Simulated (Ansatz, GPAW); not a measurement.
# Work function of a 7-layer slab of K(100) at several levels

How far do functional and basis move the work function of a 7-layer slab of K(100)?

Calculated with GPAW 26.7.0 and Ansatz 0.2.0; Ansatz plane waves; slab in vacuum with a dipole correction, relaxation, in the first sound run; inputs show where later runs differ.

This is a report of a sequence of runs, with most program output left out.

## 1. Set-up

The cell holds 7 atoms: 7 K. Its edges and angles: a = 5.230 Å, b = 5.230 Å, c = 33.690 Å, α = 90.0°, β = 90.0°, γ = 90.0°. Vacuum lies along c.

## 2. Relaxation

Forces are removed first; all later runs use this geometry. The lowest 3 atoms are held at bulk positions and keep their forces.

Input file input.yaml:

```yaml
crystal:
  lattice:
    - [5.23, 0.0, 0.0]
    - [0.0, 5.23, 0.0]
    - [0.0, 0.0, 33.69]
  atoms:
    - { symbol: K, position: [0.0, 0.0, 0.267141585] }
    - { symbol: K, position: [0.5, 0.5, 0.3447610567] }
    - { symbol: K, position: [0.0, 0.0, 0.4223805283] }
    - { symbol: K, position: [0.5, 0.5, 0.5] }
    - { symbol: K, position: [0.0, 0.0, 0.5776194717] }
    - { symbol: K, position: [0.5, 0.5, 0.6552389433] }
    - { symbol: K, position: [0.0, 0.0, 0.732858415] }
kpoints:
  mp_grid: { grid: [6, 6, 1] }
hamiltonian:
  xc: pbe
scf:
  occupations: { method: fermi_dirac, width: 0.1 }
efield:
  axis: 3
  dipole_correction: true
  ramp_width: 0.05
relax:
  f_tol: 0.02
  max_steps: 60
  constraints: [{ sites: [0, 1, 2] }]
output:
  write_potential: true
  write_density: true
  volumetric_format: npy
```

The run is started by

```console
$ ansatz run input.yaml --threads 4 --pin off --max-ram 8192MiB --backend cpu --events-out ev --progress --plain --runs-dir out
```

The job ended after 15 s (4 threads of AMD EPYC 9R14 (Zen 4), shared host; peak memory 1.3 GiB; 58 s of CPU time).

Step by step:

| step | energy less that of the first step (eV) | largest force component (eV/Å) |
| --- | --- | --- |
| 1 | 0.0000 | 0.0282 |
| 2 | -0.0006 | 0.0257 |
| 3 | -0.0036 | 0.0070 |
| 4 | -0.0041 | 0.0035 |

The run keeps the 8 symmetry operations that it works with, so distortions that break them were not tested.

The atoms that moved most (Å):

| atom | dx | dy | dz | length |
| --- | --- | --- | --- | --- |
| K7 | 0.000 | 0.000 | 0.344 | 0.344 |
| K6 | 0.000 | 0.000 | 0.214 | 0.214 |
| K5 | 0.000 | 0.000 | 0.177 | 0.177 |
| K4 | 0.000 | 0.000 | 0.092 | 0.092 |

Numbers from this step:

```yaml
free_energy: -10764.1890 eV
smearing_term_ts: 0.1964 eV
symmetry_operations: 8
upper_work_function: 2.261 eV
lower_work_function: 2.266 eV
dipole_along_the_normal: 7.34e-4 e·Å
dipole_field: 1.44e-4 V/Å
vacuum_level_above: 2.286 eV
vacuum_level_below: 2.291 eV
```

The electrostatic potential energy of an electron (with the applied field's), less the Fermi level, planar mean oscillates, so the rows of the table below give means over windows of 2.67 Å about each position, cut where the curve ends. Its maxima inside the range that stand out by 2 % of the span (Å: eV): 10.4: 0.914, 12.9: 0.912, 15.6: 1.04, 18.2: 1.02, 20.9: 0.955, 23.6: 1.10. Its minima: 9.0: -2.80, 11.7: -2.63, 14.2: -2.61, 17.0: -2.65, 19.7: -2.62, 22.3: -2.62, 25.0: -2.78.

Table of electrostatic potential energy of an electron (with the applied field's), less the Fermi level, planar mean by z; means over each step:

| z (Å) | electrostatic potential energy of an electron (with the applied field's), less the Fermi level, planar mean (eV) |
| --- | --- |
| 1.33 | 2.27 |
| 4.00 | 2.26 |
| 6.67 | 1.89 |
| 9.34 | -0.721 |
| 12.02 | -0.648 |
| 14.68 | -0.591 |
| 17.36 | -0.614 |
| 20.02 | -0.616 |
| 22.70 | -0.567 |
| 25.37 | -0.574 |
| 28.04 | 2.12 |
| 30.70 | 2.26 |
| 33.38 | 2.26 |

The valence density, planar mean oscillates, so the rows of the table below give means over windows of 2.67 Å about each position, cut where the curve ends. Its maxima inside the range that stand out by 2 % of the span (Å: e/Å³): 9.0: 0.265, 11.7: 0.266, 14.2: 0.266, 17.0: 0.265, 19.7: 0.267, 22.3: 0.266, 25.0: 0.264. Its minima: 10.2: 0.0259, 12.9: 0.0244, 15.6: 0.0224, 18.2: 0.0227, 20.9: 0.0237, 23.7: 0.0228.

The valence density, planar mean by z; means over each step:

z (Å), valence density, planar mean (e/Å³) and a bar:
```
     1.33      0.000 
     4.00      0.000 
     6.67      0.005 #
     9.34      0.123 ##############################
    12.02      0.124 ##############################
    14.68      0.123 ##############################
    17.36      0.123 ##############################
    20.02      0.123 ##############################
    22.70      0.123 ##############################
    25.37      0.118 ############################
    28.04      0.002 
    30.70      0.000 
    33.38      0.000
```

The relaxation lowered the energy of the cell by 0.00411 eV.

## 3. The slab's potential

The work function is the vacuum plateau of the electrostatic potential less the Fermi level; a dipole layer lets the two faces have plateaus of their own.

This step: GPAW, PAW setups; slab in vacuum (GPAW 26.7.0).

Input file run.py:

```python
import json
import numpy as np
from ase import Atoms
from gpaw import GPAW, PW

slab = Atoms(
    ['K', 'K', 'K', 'K', 'K', 'K', 'K'],
    positions=[
        [0.00000, 0.00000, 9.00000],
        [2.61500, 2.61500, 11.61500],
        [0.00000, 0.00000, 14.23000],
        [2.61500, 2.61500, 16.93727],
        [0.00000, 0.00000, 19.63682],
        [2.61500, 2.61500, 22.28936],
        [0.00000, 0.00000, 25.03376]],
    cell=[[5.23, 0.0, 0.0], [0.0, 5.23, 0.0], [0.0, 0.0, 33.69]],
    pbc=[True, True, False])

slab.calc = GPAW(mode=PW(400), xc='PBE', kpts={'size': (6, 6, 1), 'gamma': True},
                 occupations={'name': 'fermi-dirac', 'width': 0.1}, nbands='140%',
                 convergence={'density': 1e-05}, maxiter=200,
                 poissonsolver={'dipolelayer': 'xy'},
                 symmetry={'tolerance': 1e-3}, txt='slab.txt')
result = {}
energy = slab.get_potential_energy()
fermi = slab.calc.get_fermi_level()
v = slab.calc.get_electrostatic_potential().mean((0, 1)) - fermi
n = slab.calc.get_pseudo_density().mean((0, 1))
L = slab.cell[2, 2]
z = np.arange(len(v)) * L / len(v)
low, high = slab.positions[:, 2].min(), slab.positions[:, 2].max()
below, above = np.interp([low - 6.8, high + 6.8], z, v)
slopes = [np.interp(x, z, np.gradient(v, z)) for x in (low - 6.8, high + 6.8)]
eps = np.array([[slab.calc.get_eigenvalues(k, s) for k in range(len(slab.calc.get_ibz_k_points()))]
                for s in range(slab.calc.get_number_of_spins())]) - fermi
top, bottom = eps[eps < 0].max(), eps[eps > 0].min()
dipole = slab.get_dipole_moment()[2]
print(f'energy {energy:.4f} eV, Fermi level {fermi:.4f} eV, dipole {dipole:.5f} e A')
print(f'potential 6.8 A off the faces, from the Fermi level: lower {below:.4f} eV, upper {above:.4f} eV')
print(f'slope of the potential there: lower {slopes[0]:.5f}, upper {slopes[1]:.5f} eV/A')
print(f'nearest levels on the mesh: {top:.4f} and {bottom:.4f} eV')
print('magnetic moment', round(slab.get_magnetic_moment(), 3))
result.update(energy=energy, fermi=fermi, dipole=dipole, below=below, above=above, slopes=slopes, edges=[top, bottom],
              z=z.tolist(), v=v.tolist(), n=n.tolist(), positions=slab.positions.tolist(),
              forces=slab.get_forces(apply_constraint=False).tolist(), moments=slab.get_magnetic_moments().tolist())
json.dump(result, open('result.json', 'w'))
```

The run is started by

```console
$ OMP_NUM_THREADS=1 OPENBLAS_NUM_THREADS=1 python run.py
```

Run time: 2.4 min. Hardware: 1 thread; peak memory 0.48 GiB.

This step gave:

```yaml
dipole_along_the_normal: 7.10e-4 e·Å
levels_nearest_the_fermi_level_on_the_mesh: -0.01047, 0.003313 eV from the Fermi level
upper_work_function: 2.263 eV
lower_work_function: 2.268 eV
```

The electrostatic potential energy of an electron (without an applied field's), less the Fermi level, planar mean oscillates, so the rows of the table below give means over windows of 2.63 Å about each position, cut where the curve ends. Its maxima inside the range that stand out by 2 % of the span (Å: eV): 10.3: 0.924, 12.9: 0.913, 15.6: 1.04, 18.3: 1.03, 21.1: 0.941, 23.7: 1.10. Its minima: 8.9: -4.75, 11.6: -4.61, 14.2: -4.62, 17.0: -4.67, 19.7: -4.57, 22.3: -4.61, 25.1: -4.79.

The electrostatic potential energy of an electron (without an applied field's), less the Fermi level, planar mean by z; means over each step:

z (Å), electrostatic potential energy of an electron (without an applied field's), less the Fermi level, planar mean (eV) and a bar from the least value:
```
     1.31       2.27 ##############################
     3.94       2.26 ##############################
     6.57       1.95 ###########################
     9.21      -1.15 
    11.83      -1.08 #
    14.46      -1.03 #
    17.09      -1.07 #
    19.73      -1.05 #
    22.36      -1.03 #
    24.98      -1.10 
    27.61       2.00 ############################
    30.25       2.26 ##############################
    32.88       2.26 ##############################
```

The pseudo valence density, planar mean oscillates, so the rows of the table below give means over windows of 2.74 Å about each position, cut where the curve ends. Its maxima inside the range that stand out by 2 % of the span (Å: e/Å³): 9.1: 0.286, 11.6: 0.290, 14.3: 0.283, 16.8: 0.282, 19.6: 0.288, 22.3: 0.290, 25.1: 0.288. Its minima: 10.3: 0.0255, 12.8: 0.0250, 15.6: 0.0224, 18.3: 0.0226, 21.1: 0.0242, 23.6: 0.0230.

Table of pseudo valence density, planar mean by z; means over each step:

z (Å), pseudo valence density, planar mean (e/Å³) and a bar:
```
     1.37      0.000 
     4.11      0.000 
     6.85      0.008 ##
     9.59      0.123 #############################
    12.33      0.125 ##############################
    15.07      0.122 #############################
    17.81      0.122 #############################
    20.55      0.126 ##############################
    23.29      0.120 #############################
    26.03      0.093 ######################
    28.77      0.001 
    31.51      0.000
```

The potential is flat to 3.1e-4 eV/Å where it is read, so the vacuum is wide enough. The geometry is the other program's minimum; here the largest force on a free atom is 0.0033 eV/Å.

## 4. OptPBE vdW: xc = "optPBE-vdW"

The same geometry under optPBE-vdW, to see how far the functional moves the levels against the vacuum (the van der Waals functionals take revPBE setups).

Edit run.py of step 3 so:

```diff
@@ -18,3 +18,3 @@
 
-slab.calc = GPAW(mode=PW(400), xc='PBE', kpts={'size': (6, 6, 1), 'gamma': True},
+slab.calc = GPAW(mode=PW(400), xc='optPBE-vdW', kpts={'size': (6, 6, 1), 'gamma': True},
                  occupations={'name': 'fermi-dirac', 'width': 0.1}, nbands='140%',
```

The job ended after 3.4 min (1 thread; peak memory 0.96 GiB).

Numbers from this step:

```yaml
dipole_along_the_normal: 8.77e-4 e·Å
levels_nearest_the_fermi_level_on_the_mesh: -0.005824, 0.003950 eV from the Fermi level
upper_work_function: 2.421 eV
lower_work_function: 2.427 eV
```

The electrostatic potential energy of an electron (without an applied field's), less the Fermi level, planar mean oscillates, so the rows of the table below give means over windows of 2.63 Å about each position, cut where the curve ends. Its maxima inside the range that stand out by 2 % of the span (Å: eV): 10.3: 0.954, 12.9: 0.952, 15.6: 1.09, 18.3: 1.08, 21.1: 0.980, 23.7: 1.13. Its minima: 8.9: -4.71, 11.6: -4.58, 14.2: -4.57, 17.0: -4.62, 19.7: -4.51, 22.3: -4.57, 25.1: -4.74.

Electrostatic potential energy of an electron (without an applied field's), less the Fermi level, planar mean against z; means over each step:

z (Å), electrostatic potential energy of an electron (without an applied field's), less the Fermi level, planar mean (eV) and a bar from the least value:
```
     1.31       2.43 ##############################
     3.94       2.42 ##############################
     6.57       2.06 ###########################
     9.21      -1.11 
    11.83      -1.05 
    14.46      -0.98 #
    17.09      -1.02 #
    19.73      -1.00 #
    22.36      -1.00 #
    24.98      -1.06 
    27.61       2.12 ###########################
    30.25       2.41 ##############################
    32.88       2.42 ##############################
```

The pseudo valence density, planar mean oscillates, so the rows of the table below give means over windows of 2.74 Å about each position, cut where the curve ends. Its maxima inside the range that stand out by 2 % of the span (Å: e/Å³): 9.1: 0.286, 11.6: 0.290, 14.3: 0.283, 16.8: 0.282, 19.6: 0.288, 22.3: 0.290, 25.1: 0.288. Its minima: 10.3: 0.0256, 12.8: 0.0251, 15.6: 0.0224, 18.3: 0.0226, 21.1: 0.0243, 23.6: 0.0230.

Pseudo valence density, planar mean against z; means over each step:

z (Å), pseudo valence density, planar mean (e/Å³) and a bar:
```
     1.37      0.000 
     4.11      0.000 
     6.85      0.008 ##
     9.59      0.123 #############################
    12.33      0.125 ##############################
    15.07      0.122 #############################
    17.81      0.122 #############################
    20.55      0.126 ##############################
    23.29      0.120 #############################
    26.03      0.093 ######################
    28.77      0.001 
    31.51      0.000
```

The upper face's work function is 2.421 eV, against 2.263 eV in the first plane-wave PBE run at this geometry.

## 5. Self-consistent run: xc = "LDA"

The same geometry under LDA, to see how far the functional moves the levels against the vacuum.

Edit run.py of step 4 so:

```diff
@@ -18,3 +18,3 @@
 
-slab.calc = GPAW(mode=PW(400), xc='optPBE-vdW', kpts={'size': (6, 6, 1), 'gamma': True},
+slab.calc = GPAW(mode=PW(400), xc='LDA', kpts={'size': (6, 6, 1), 'gamma': True},
                  occupations={'name': 'fermi-dirac', 'width': 0.1}, nbands='140%',
```

Elapsed: 2.3 min, on 1 thread; peak memory 0.48 GiB.

This step gave:

```
dipole along the normal                    : 5.14e-4 e·Å
levels nearest the Fermi level on the mesh : -0.005329, 0.001977 eV from the Fermi level
upper work function                        : 2.383 eV
lower work function                        : 2.386 eV
```

The upper face's work function is 2.383 eV, against 2.263 eV in the first plane-wave PBE run at this geometry.

## 6. Self-consistent run: xc = "vdW-DF2"

The same geometry under vdW-DF2, to see how far the functional moves the levels against the vacuum (the van der Waals functionals take revPBE setups).

Edit run.py of step 5 so:

```diff
@@ -18,3 +18,3 @@
 
-slab.calc = GPAW(mode=PW(400), xc='LDA', kpts={'size': (6, 6, 1), 'gamma': True},
+slab.calc = GPAW(mode=PW(400), xc='vdW-DF2', kpts={'size': (6, 6, 1), 'gamma': True},
                  occupations={'name': 'fermi-dirac', 'width': 0.1}, nbands='140%',
```

Elapsed: 4.6 min, on 1 thread; peak memory 0.96 GiB.

Numbers from this step:

```
dipole along the normal                    : -1.15e-4 e·Å
levels nearest the Fermi level on the mesh : -0.006939, 0.003921 eV from the Fermi level
upper work function                        : 2.577 eV
lower work function                        : 2.577 eV
```

The upper face's work function is 2.577 eV, against 2.263 eV in the first plane-wave PBE run at this geometry.

## 7. Real-space grid: mode = "fd"

A real-space grid is a second complete basis, so it checks the plane-wave result.

Edit run.py of step 6 so:

```diff
@@ -3,3 +3,3 @@
 from ase import Atoms
-from gpaw import GPAW, PW
+from gpaw import GPAW
 
@@ -18,3 +18,3 @@
 
-slab.calc = GPAW(mode=PW(400), xc='vdW-DF2', kpts={'size': (6, 6, 1), 'gamma': True},
+slab.calc = GPAW(mode='fd', h=0.18, xc='PBE', kpts={'size': (6, 6, 1), 'gamma': True},
                  occupations={'name': 'fermi-dirac', 'width': 0.1}, nbands='140%',
```

Run time: 16 min. Hardware: 1 thread; peak memory 2.1 GiB.

This step gave:

* dipole along the normal: 7.16e-4 e·Å
* levels nearest the Fermi level on the mesh: -0.01051, 0.003262 eV from the Fermi level
* upper work function: 2.260 eV
* lower work function: 2.265 eV

The upper face's work function is 2.260 eV, against 2.263 eV in the first plane-wave PBE run at this geometry.

## 8. Atomic orbitals: mode = "lcao"

Atom-centred orbitals end a few angstrom from the surface, which tests how much the density's tail matters.

Edit run.py of step 7 so:

```diff
@@ -18,4 +18,4 @@
 
-slab.calc = GPAW(mode='fd', h=0.18, xc='PBE', kpts={'size': (6, 6, 1), 'gamma': True},
-                 occupations={'name': 'fermi-dirac', 'width': 0.1}, nbands='140%',
+slab.calc = GPAW(mode='lcao', basis='dzp', h=0.18, xc='PBE', kpts={'size': (6, 6, 1), 'gamma': True},
+                 occupations={'name': 'fermi-dirac', 'width': 0.1}, nbands='120%',
                  convergence={'density': 1e-05}, maxiter=200,
```

Run time: 13 min. Hardware: 1 thread; peak memory 0.8 GiB.

This step gave:

```yaml
dipole_along_the_normal: 4.06e-4 e·Å
levels_nearest_the_fermi_level_on_the_mesh: -5.84e-4, 0.003521 eV from the Fermi level
upper_work_function: 2.257 eV
lower_work_function: 2.260 eV
```

The upper face's work function is 2.257 eV, against 2.263 eV in the first plane-wave PBE run at this geometry.

## 9. All levels side by side

Times are for 1 thread of AMD EPYC 9R14 (Zen 4), shared host. The series side by side:

| no. | run | upper work function (eV) | lower work function (eV) | time | memory (GiB) |
| --- | --- | --- | --- | --- | --- |
| 1 | pw | 2.263 | 2.268 | 2.4 min | 0.48 |
| 2 | optPBE vdW | 2.421 | 2.427 | 3.4 min | 0.96 |
| 3 | LDA | 2.383 | 2.386 | 2.3 min | 0.48 |
| 4 | vdW DF2 | 2.577 | 2.577 | 4.6 min | 0.96 |
| 5 | fd | 2.260 | 2.265 | 16 min | 2.1 |
| 6 | lcao | 2.257 | 2.260 | 13 min | 0.8 |

(Part 1 of 2 ends here.)

[Logs are printed without paths, hosts, clocks, repeated set-up lines and the standing remarks that a program may print on its own settings, such as how far it seeks lower states.]

[Hosts, paths, dates, database ids (printed as entryN), source tags and the programs' standing remarks are cut or masked in the printed files.]
